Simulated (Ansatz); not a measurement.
# Rb2YLuTe4: complex band structure, part 2 of 3

Wanted: the relaxed cell of Rb2YLuTe4, its band edges and its decay constants. It is built by putting Lu for part of the Y in the RbYTe2 structure of space group P6_3/mmc, with the volume rescaled by atomic radii. The parent structure comes from the Materials Project.

Ansatz 0.2.0; PBEsol DFT, plane waves, PAW files (the session's first sound run).

So far. Step 2 (Cell and atoms at rest): The largest force component on a free atom ends at 0.0072 eV/Å.

The structure was built from a prototype and need not be the compound's stable phase.

### Step 3. Band edges

The energy window and the wavevectors of the next steps follow from the band edges, so these are searched first, off the mesh as well.

The input, input.yaml:

```yaml
crystal:
  lattice:
    - [4.4078324408, 0.0, 0.0]
    - [-2.2039162204, 3.8172948694, 0.0]
    - [0.0, 0.0, 16.8038386815]
  atoms:
    - { symbol: Rb, position: [0.3333333333, 0.6666666667, 0.2515269924] }
    - { symbol: Rb, position: [0.6666666667, 0.3333333333, 0.7484730076] }
    - { symbol: "Y", position: [0.0, 0.0, 0.0] }
    - { symbol: Lu, position: [0.0, 0.0, 0.5] }
    - { symbol: Te, position: [0.3333333333, 0.6666666667, 0.5979865145] }
    - { symbol: Te, position: [0.6666666667, 0.3333333333, 0.1016626418] }
    - { symbol: Te, position: [0.6666666667, 0.3333333333, 0.4020134855] }
    - { symbol: Te, position: [0.3333333333, 0.6666666667, 0.8983373582] }
kpoints:
  mp_grid: { grid: [6, 6, 2] }
  band_path: { path: [VBM, CBM], npoints: 30 }
scf:
  occupations: { method: fixed }
hamiltonian:
  xc: pbesol
output:
  eigenvalues: true
  write_potential: true
  write_density: true
  volumetric_format: npy
```

On the command line:

```sh
> ansatz run input.yaml --threads 2 --pin off --max-ram 4096MiB --backend cpu --events-out ev --progress --plain --runs-dir out
```

Numbers of over 12 decimals in the logs are rounded to 6 here.

What it wrote:

```text
[...]
Crystal: 8 atoms, lattice volume = 282.741 Å³
Basis set: ecut = 420 eV, 5559 PW (Γ)
Bands: 71, of which v1, the nominal top of the filled ones, is band 59 counted from 1 (58 counted from 0)
Symmetry: 12 space group operations
[...]
k-points: 14 of 72
[...]
SCF iter   1: F=—  HF=-52457.375512 eV  |F-HF|=—  |Δ(HF+E_count)|=         —  Δρ=2.22e-3  dr2=3.29e-2  ethr=1.77e-3  ⟨swp⟩=5.8  Hψ=3263  notcnv=0  defer=120
[...]
SCF iter  10: F=-52457.365226 eV  HF=-52457.365226 eV  |F-HF|=2.84e-10  |Δ(HF+E_count)|=   1.70e-8  Δρ=4.41e-7  dr2=1.15e-9  ethr=1.05e-11  ⟨swp⟩=4.5  Hψ=3451  notcnv=0
SCF 1 converged in 10 iterations: F = -52457.365226 eV  dr2 = 1.15e-9
[...]
NSCF: frozen V_eff on 34 k-points
[...]
SCF converged after 10 iterations
Free energy (F): -52457.365226 eV
[...]
Internal energy: -52457.365226 eV  (E = F + TS)
E sigma→0 (E₀):  -52457.365226 eV
Fermi energy:    7.465388 eV
[...]
--- Band table (eV; the first three rows and the last of 14) ---
  k-point 0: bands = [... 55 lower, 7.4252, 7.4252, 7.4654, 7.4654, 9.4798, 9.6144, 9.6144, 9.8860, ... 8 higher]
  k-point 1: bands = [... 55 lower, 7.4307, 7.4307, 7.4596, 7.4596, 9.6156, 9.6156, 9.7271, 9.8311, ... 8 higher]
  k-point 2: bands = [... 55 lower, 6.5513, 7.0506, 7.0804, 7.1413, 9.3238, 9.5726, 9.8593, 10.0639, ... 8 higher]
  k-point 13: bands = [... 55 lower, 5.9178, 5.9178, 6.0266, 6.0266, 9.8675, 9.9174, 10.4614, 10.4614, ... 8 higher]
```

The job ended after 22 s (2 threads of AMD EPYC 9R45, shared host; peak memory 0.77 GiB).

Numbers from this step:

| Item | Value |
| --- | --- |
| Fermi energy | 7.465 eV |
| gap on the k-mesh | 1.188 eV |
| gap on path | 1.188 eV, by band count; negative where bands overlap |
| direct gap on path | 2.014 eV |
| edge places on path | 0, 0.8230 1/A along the path |

The electronic bands at the labelled points (eV, zero at the Fermi level (highest filled level under fixed occupations); v1 is the highest filled band, c1 the lowest empty one):

| point | v4 | v3 | v2 | v1 | c1 | c2 | c3 | c4 |
| --- | --- | --- | --- | --- | --- | --- | --- | --- |
| VBM | -0.04 | -0.04 | 0.00 | 0.00 | 2.01 | 2.15 | 2.15 | 2.42 |
| halfway | -0.90 | -0.70 | -0.64 | -0.49 | 1.58 | 1.88 | 2.74 | 2.91 |
| CBM | -1.44 | -1.11 | -1.11 | -0.95 | 1.19 | 1.57 | 2.92 | 3.34 |

The searched edges give 1.19 eV, as on the mesh.

### Step 4. Decaying states in the gap

This step: PBEsol DFT, plane waves, PAW files; complex bands by layer matching along the plane's normal (Ansatz 0.2.0).

The same crystal is laid in a cell whose first two vectors span the (001) plane (indices of the standard conventional cell, whose axes can be ordered otherwise than in the bulk input). At fixed energy and wavevector in the plane the solver finds all kz, real and complex. A few wavevectors are listed, (0, 0), (-0.5, 0) and (0.5, 0) (two of them one point) in units of the plane's reciprocal vectors; the slowest state needn't be among them.

The input, input.yaml:

```yaml
crystal:
  lattice:
    - [4.407832441, 0.0, 0.0]
    - [2.20391622, 3.817294869, 0.0]
    - [0.0, 0.0, 16.803838682]
  atoms:
    - { symbol: Rb, position: [0.6666666667, 0.6666666667, 0.2515269924] }
    - { symbol: Rb, position: [0.3333333333, 0.3333333333, 0.7484730076] }
    - { symbol: "Y", position: [0.0, 0.0, 0.0] }
    - { symbol: Lu, position: [0.0, 0.0, 0.5] }
    - { symbol: Te, position: [0.6666666667, 0.6666666667, 0.5979865145] }
    - { symbol: Te, position: [0.3333333333, 0.3333333333, 0.1016626418] }
    - { symbol: Te, position: [0.3333333333, 0.3333333333, 0.4020134855] }
    - { symbol: Te, position: [0.6666666667, 0.6666666667, 0.8983373582] }
kpoints:
  mp_grid: { grid: [6, 6, 2] }
scf:
  occupations: { method: fixed }
hamiltonian:
  xc: pbesol
output:
  eigenvalues: true
  transmission:
    leads: [[0, 0]]
    kpoints: [[0.0, 0.0], [-0.5, 0.0], [0.5, 0.0]]
    e_range: [-1.0, 2.19]
    de: 0.05
```

What it wrote:

```text
[...]
Crystal: 8 atoms, lattice volume = 282.741 Å³
Basis set: ecut = 420 eV, 5559 PW (Γ)
Bands: 71, of which v1, the nominal top of the filled ones, is band 59 counted from 1 (58 counted from 0)
Symmetry: 12 space group operations
[...]
k-points: 14 of 72
[...]
SCF iter   1: F=—  HF=-52457.375557 eV  |F-HF|=—  |Δ(HF+E_count)|=         —  Δρ=2.22e-3  dr2=3.29e-2  ethr=1.77e-3  ⟨swp⟩=5.8  Hψ=3263  notcnv=0  defer=120
[...]
SCF iter  10: F=-52457.365226 eV  HF=-52457.365226 eV  |F-HF|=2.84e-10  |Δ(HF+E_count)|=   1.69e-8  Δρ=4.42e-7  dr2=1.16e-9  ethr=1.07e-11  ⟨swp⟩=4.6  Hψ=3485  notcnv=0
SCF 1 converged in 10 iterations: F = -52457.365226 eV  dr2 = 1.16e-9
[...]
transmission: 26 of 78 steps passed
transmission: 52 of 78 steps passed
transmission: 78 of 78 steps passed
SCF converged after 10 iterations
Free energy (F): -52457.365226 eV
[...]
Internal energy: -52457.365226 eV  (E = F + TS)
E sigma→0 (E₀):  -52457.365226 eV
Fermi energy:    7.465388 eV
[...]
--- Band table (eV; the first three rows and the last of 14) ---
  k-point 0: bands = [... 55 lower, 7.4252, 7.4252, 7.4654, 7.4654, 9.4798, 9.6144, 9.6144, 9.8860, ... 8 higher]
  k-point 1: bands = [... 55 lower, 7.4307, 7.4307, 7.4596, 7.4596, 9.6156, 9.6156, 9.7271, 9.8311, ... 8 higher]
  k-point 2: bands = [... 55 lower, 6.5513, 7.0506, 7.0804, 7.1413, 9.3238, 9.5726, 9.8593, 10.0639, ... 8 higher]
  k-point 13: bands = [... 55 lower, 5.9178, 5.9178, 6.0266, 6.0266, 9.8675, 9.9174, 10.4614, 10.4614, ... 8 higher]
--- Transmission ---
  basis      : 151 plane waves across, 26 finite elements along
  points     : 3, as listed
  energies   : 64 from -1.000000 to 2.150000 eV about the Fermi level, 0.050000 eV apart; the leads are filled to 0.593897 eV, and channels, transmission and decay are at 0.600000 eV
  crystal 0  : Rb2Te4Y1Lu1, at the sites [0, 0], period 16.8038 Å: whole cells are its period
    offset         : up to 0.0000 Å between an atom of the period and one for which it stands
    channels       : 0.000000e0 a spin
    conductance    : none, the energies end too early or step too widely for 300 K: set another output.transmission.e_range or a lower de, or, where they end at an eighth of basis.ecutwfc, a higher one
    slowest decay  : 0.1582 /Å at (0.0000, 0.0000)
```

The job ended after 33 s (2 threads; peak memory 0.82 GiB).

Numbers from this step:

* level to which the leads are filled: 0.5939 eV from the Fermi level
* decay constant at the filling level, zone centre: 0.1582 Å⁻¹
* decay constant at the filling level, slowest listed point: 0.1582 Å⁻¹

K parallel (0, 0); values up to 1.072 1/Å, a degenerate pair printed once or twice; energies at which all values exceed this have no row. The Im kz of the slowest decaying states by energy, zero at the highest filled level on the SCF mesh:

| energy (eV) | decay 1 (Å⁻¹) | decay 2 (Å⁻¹) | decay 3 (Å⁻¹) | decay 4 (Å⁻¹) |
| --- | --- | --- | --- | --- |
| -1.000 | 0.638 | 0.732 | 0.950 | 0.974 |
| -0.800 | 0.616 | 0.727 | 0.927 | 0.959 |
| -0.600 | 0.572 | 0.725 | 0.902 | 0.944 |
| -0.400 | 0.508 | 0.721 | 0.877 | 0.928 |
| -0.200 | 0.0861 | 0.402 | 0.715 | 0.851 |
| 0.000 | 0.0132 | 0.119 | 0.707 | 0.823 |
| 0.200 | 0.139 | 0.389 | 0.696 | 0.794 |
| 0.400 | 0.151 | 0.446 | 0.683 | 0.763 |
| 0.600 | 0.158 | 0.471 | 0.668 | 0.731 |
| 0.800 | 0.161 | 0.481 | 0.650 | 0.696 |
| 1.000 | 0.160 | 0.482 | 0.630 | 0.658 |
| 1.200 | 0.154 | 0.477 | 0.608 | 0.616 |
| 1.400 | 0.144 | 0.466 | 0.571 | 0.581 |
| 1.600 | 0.128 | 0.448 | 0.519 | 0.551 |
| 1.800 | 0.100 | 0.420 | 0.459 | 0.514 |
| 2.000 | 0.029 | 0.370 | 0.386 | 0.466 |

K parallel (-0.5, 0); values up to 1.072 1/Å, a degenerate pair printed once or twice; energies at which all values exceed this have no row. Im kz of the slowest decaying states against energy, zero at the highest filled level on the SCF mesh:

| energy (eV) | decay 1 (Å⁻¹) | decay 2 (Å⁻¹) | decay 3 (Å⁻¹) | decay 4 (Å⁻¹) |
| --- | --- | --- | --- | --- |
| -1.000 | 0.113 | 0.114 | 0.569 | - |
| -0.800 | 0.173 | 0.295 | 0.577 | - |
| -0.600 | 0.206 | 0.390 | 0.582 | - |
| -0.400 | 0.227 | 0.446 | 0.583 | - |
| -0.200 | 0.239 | 0.484 | 0.583 | - |
| 0.000 | 0.246 | 0.512 | 0.560 | 0.600 |
| 0.200 | 0.246 | 0.527 | 0.532 | 0.625 |
| 0.400 | 0.241 | 0.501 | 0.546 | 0.642 |
| 0.600 | 0.228 | 0.475 | 0.556 | 0.658 |
| 0.800 | 0.203 | 0.449 | 0.562 | 0.674 |
| 1.000 | 0.157 | 0.423 | 0.565 | 0.693 |
| 1.200 | 0.397 | 0.565 | 0.718 | 0.976 |
| 1.400 | 0.0514 | 0.372 | 0.563 | 0.763 |
| 1.600 | 0.0767 | 0.348 | 0.558 | 0.817 |
| 1.800 | 0.178 | 0.324 | 0.551 | 0.800 |
| 2.000 | 0.222 | 0.297 | 0.541 | 0.782 |

K parallel (0.5, 0); values up to 1.072 1/Å, a degenerate pair printed once or twice; energies at which all values exceed this have no row. The Im kz of the slowest decaying states by energy, zero at the highest filled level on the SCF mesh:

| energy (eV) | decay 1 (Å⁻¹) | decay 2 (Å⁻¹) | decay 3 (Å⁻¹) | decay 4 (Å⁻¹) |
| --- | --- | --- | --- | --- |
| -1.00 | 0.113 | 0.114 | 0.569 | - |
| -0.85 | 0.162 | 0.256 | 0.576 | - |
| -0.70 | 0.192 | 0.350 | 0.580 | - |
| -0.55 | 0.212 | 0.406 | 0.582 | - |
| -0.35 | 0.231 | 0.457 | 0.583 | - |
| -0.20 | 0.239 | 0.484 | 0.583 | - |
| -0.05 | 0.245 | 0.506 | 0.581 | - |
| 0.00 | 0.246 | 0.512 | 0.560 | 0.600 |
| 0.10 | 0.247 | 0.522 | 0.542 | 0.615 |
| 0.25 | 0.245 | 0.521 | 0.536 | 0.630 |
| 0.40 | 0.241 | 0.501 | 0.546 | 0.642 |
| 0.60 | 0.228 | 0.475 | 0.556 | 0.658 |
| 0.75 | 0.211 | 0.456 | 0.561 | 0.670 |
| 0.90 | 0.184 | 0.436 | 0.564 | 0.683 |
| 1.05 | 0.139 | 0.417 | 0.565 | 0.698 |
| 1.20 | 0.397 | 0.565 | 0.718 | 0.976 |
| 1.35 | 0.0494 | 0.379 | 0.564 | 0.748 |
| 1.50 | 0.360 | 0.561 | 0.825 | - |
| 1.70 | 0.142 | 0.336 | 0.555 | 0.809 |
| 1.85 | 0.192 | 0.317 | 0.548 | 0.796 |
| 2.00 | 0.222 | 0.297 | 0.541 | 0.782 |
| 2.15 | 0.249 | 0.268 | 0.532 | 0.768 |

At the listed wavevectors the last open channel is at -0.40 eV and the next at +1.20 eV on the grid, wider than the gap, since narrow bands can fall between grid energies. At +0.60 eV, the grid energy nearest the filling level (the middle of the gap on the SCF mesh), the slowest state at the listed wavevectors decays with κ = 0.158 Å⁻¹, its amplitude falling by e over 6.3 Å. Through 1 nm of this crystal that state's transmission falls by exp(−2 × 0.158 Å⁻¹ × 10 Å) = 0.042.

### Step 5. Decay over the two-dimensional zone

The listed points could miss the slowest state, so one energy near mid-gap is solved on a mesh of 12×12.

input.yaml, as its differences from that of step 4:

```diff
@@ -22,6 +22,2 @@
   eigenvalues: true
-  transmission:
-    leads: [[0, 0]]
-    kpoints: [[0.0, 0.0], [-0.5, 0.0], [0.5, 0.0]]
-    e_range: [-1.0, 2.19]
-    de: 0.05
+  transmission: { leads: [[0, 0]], kmesh: [12, 12], e_range: [0.59, 0.6], de: 0.05 }
```

What it wrote:

```text
[...]
Crystal: 8 atoms, lattice volume = 282.741 Å³
Basis set: ecut = 420 eV, 5559 PW (Γ)
Bands: 71, of which v1, the nominal top of the filled ones, is band 59 counted from 1 (58 counted from 0)
Symmetry: 12 space group operations
[...]
k-points: 14 of 72
[...]
SCF iter   1: F=—  HF=-52457.375557 eV  |F-HF|=—  |Δ(HF+E_count)|=         —  Δρ=2.22e-3  dr2=3.29e-2  ethr=1.77e-3  ⟨swp⟩=5.8  Hψ=3263  notcnv=0  defer=120
[...]
SCF iter  10: F=-52457.365226 eV  HF=-52457.365226 eV  |F-HF|=2.84e-10  |Δ(HF+E_count)|=   1.69e-8  Δρ=4.42e-7  dr2=1.16e-9  ethr=1.07e-11  ⟨swp⟩=4.6  Hψ=3485  notcnv=0
SCF 1 converged in 10 iterations: F = -52457.365226 eV  dr2 = 1.16e-9
[...]
transmission: 96 of 456 steps passed
transmission: 192 of 456 steps passed
[...]
transmission: 456 of 456 steps passed
SCF converged after 10 iterations
Free energy (F): -52457.365226 eV
[...]
Internal energy: -52457.365226 eV  (E = F + TS)
E sigma→0 (E₀):  -52457.365226 eV
Fermi energy:    7.465388 eV
[...]
--- Band table (eV; the first three rows and the last of 14) ---
  k-point 0: bands = [... 55 lower, 7.4252, 7.4252, 7.4654, 7.4654, 9.4798, 9.6144, 9.6144, 9.8860, ... 8 higher]
  k-point 1: bands = [... 55 lower, 7.4307, 7.4307, 7.4596, 7.4596, 9.6156, 9.6156, 9.7271, 9.8311, ... 8 higher]
  k-point 2: bands = [... 55 lower, 6.5513, 7.0506, 7.0804, 7.1413, 9.3238, 9.5726, 9.8593, 10.0639, ... 8 higher]
  k-point 13: bands = [... 55 lower, 5.9178, 5.9178, 6.0266, 6.0266, 9.8675, 9.9174, 10.4614, 10.4614, ... 8 higher]
--- Transmission ---
  basis      : 151 plane waves across, 24 finite elements along
  points     : 19, standing for a mesh of 12 x 12
  energies   : 1 from 0.590000 to 0.590000 eV about the Fermi level; the leads are filled to 0.593897 eV, and channels, transmission and decay are at 0.590000 eV
[...]
channels       : 0.000000e0 a spin
    conductance    : none, crystal 0 has no channel at the energies, or these end too early or step too widely for 300 K: set another output.transmission.e_range or a lower de, or, where they end at an eighth of basis.ecutwfc, a higher one
    slowest decay  : 0.1579 /Å at (0.0000, 0.0000)
```

Wall time 13 s (2 threads); peak memory 1 GiB; 26 s of CPU time.

Numbers from this step:

- least decay constant on the mesh: 0.1579 Å⁻¹

Slowest decay constant (1/Å; 0 where a channel is open) over k1 and k2. At 0.5900 eV from the Fermi level.

Ten even steps from '_' (0.158) to '@' (0.448):
```
--++####++--::--****--::
++##@@##++----==++==----
%%####%%**==--------==**
++++++**++--......--++**
------==--..____..--==--
::::----..______..----::
----==--..____..--==----
++**++--......--++**++++
%%**==--------==**%%####
++----==++==----++##@@##
--::--****--::--++####++
::--++%%++--::--++%%++--
```
Columns: k1 (b1) from -0.5 to 0.417; rows upwards: k2 (b2) from -0.5 to 0.417.

The least value on the mesh is 0.158 Å⁻¹ at +0.59 eV. At that energy the listed points give about 0.158 Å⁻¹ by interpolation, so the mesh holds no clearly slower state.

### Step 6. Band edges at another level

This step: LDA DFT, plane waves, PAW files (Ansatz 0.2.0).

The edges again with LDA, at the same atoms.

The input, input.yaml:

```yaml
crystal:
  lattice:
    - [4.4078324408, 0.0, 0.0]
    - [-2.2039162204, 3.8172948694, 0.0]
    - [0.0, 0.0, 16.8038386815]
  atoms:
    - { symbol: Rb, position: [0.3333333333, 0.6666666667, 0.2515269924] }
    - { symbol: Rb, position: [0.6666666667, 0.3333333333, 0.7484730076] }
    - { symbol: "Y", position: [0.0, 0.0, 0.0] }
    - { symbol: Lu, position: [0.0, 0.0, 0.5] }
    - { symbol: Te, position: [0.3333333333, 0.6666666667, 0.5979865145] }
    - { symbol: Te, position: [0.6666666667, 0.3333333333, 0.1016626418] }
    - { symbol: Te, position: [0.6666666667, 0.3333333333, 0.4020134855] }
    - { symbol: Te, position: [0.3333333333, 0.6666666667, 0.8983373582] }
kpoints:
  mp_grid: { grid: [6, 6, 2] }
  band_path: { path: [VBM, CBM], npoints: 30 }
scf:
  occupations: { method: fixed }
hamiltonian:
  xc: lda
output:
  eigenvalues: true
```

What it wrote:

```text
[...]
Crystal: 8 atoms, lattice volume = 282.741 Å³
Basis set: ecut = 420 eV, 5559 PW (Γ)
Bands: 71, of which v1, the nominal top of the filled ones, is band 59 counted from 1 (58 counted from 0)
Symmetry: 12 space group operations
[...]
k-points: 14 of 72
[...]
SCF iter   1: F=—  HF=-51899.819689 eV  |F-HF|=—  |Δ(HF+E_count)|=         —  Δρ=4.37e-3  dr2=4.40e-2  ethr=1.77e-3  ⟨swp⟩=5.6  Hψ=3257  notcnv=0  defer=118
[...]
SCF iter   8: F=-51899.807077 eV  HF=-51899.807077 eV  |F-HF|=5.67e-8  |Δ(HF+E_count)|=   2.24e-7  Δρ=3.26e-6  dr2=7.05e-8  ethr=8.47e-11  ⟨swp⟩=16.6  Hψ=6554  notcnv=0
SCF 1 converged in 8 iterations: F = -51899.807077 eV  dr2 = 7.05e-8
[...]
SCF converged after 8 iterations
Free energy (F): -51899.807077 eV
[...]
Internal energy: -51899.807077 eV  (E = F + TS)
E sigma→0 (E₀):  -51899.807077 eV
Fermi energy:    7.299446 eV
[...]
--- Band table (eV; the first three rows and the last of 14) ---
  k-point 0: bands = [... 55 lower, 7.2565, 7.2565, 7.2994, 7.2994, 9.2165, 9.3987, 9.3987, 9.6319, ... 8 higher]
  k-point 1: bands = [... 55 lower, 7.2621, 7.2621, 7.2935, 7.2935, 9.4000, 9.4000, 9.5048, 9.5891, ... 8 higher]
  k-point 2: bands = [... 55 lower, 6.3723, 6.8823, 6.9130, 6.9754, 9.1085, 9.3468, 9.5930, 9.8431, ... 8 higher]
  k-point 13: bands = [... 55 lower, 5.7534, 5.7534, 5.8594, 5.8594, 9.6477, 9.6807, 10.2391, 10.2391, ... 8 higher]
```

Elapsed: 21 s, on 2 threads; peak memory 0.8 GiB.

This step gave:

- free energy: -51899.8071 eV
- Fermi energy: 7.299 eV
- gap on the k-mesh: 1.148 eV
- gap on path: 1.148 eV, by band count; negative where bands overlap
- direct gap on path: 1.917 eV

Electronic bands along the path, in eV, zero at the Fermi level (highest filled level under fixed occupations); v1 is the highest filled band, c1 the lowest empty one:

| point | v4 | v3 | v2 | v1 | c1 | c2 | c3 | c4 |
| --- | --- | --- | --- | --- | --- | --- | --- | --- |
| VBM | -0.04 | -0.04 | 0.00 | 0.00 | 1.92 | 2.10 | 2.10 | 2.33 |
| halfway | -0.90 | -0.70 | -0.64 | -0.49 | 1.54 | 1.83 | 2.65 | 2.85 |
| CBM | -1.45 | -1.10 | -1.10 | -0.95 | 1.15 | 1.53 | 2.82 | 3.27 |

The searched edges give 1.15 eV, as on the mesh.

Between step 3 and this run (LDA) the value for the gap on the k-mesh moves from 1.19 eV to 1.15 eV.

[end of part 2 of 3]

[Logs are printed without paths, hosts, clocks, repeated set-up lines and the standing remarks that a program may print on its own settings, such as how far it seeks lower states.]

[Hosts, paths, dates, database ids (printed as entryN), source tags and the programs' standing remarks are cut or masked in the printed files.]
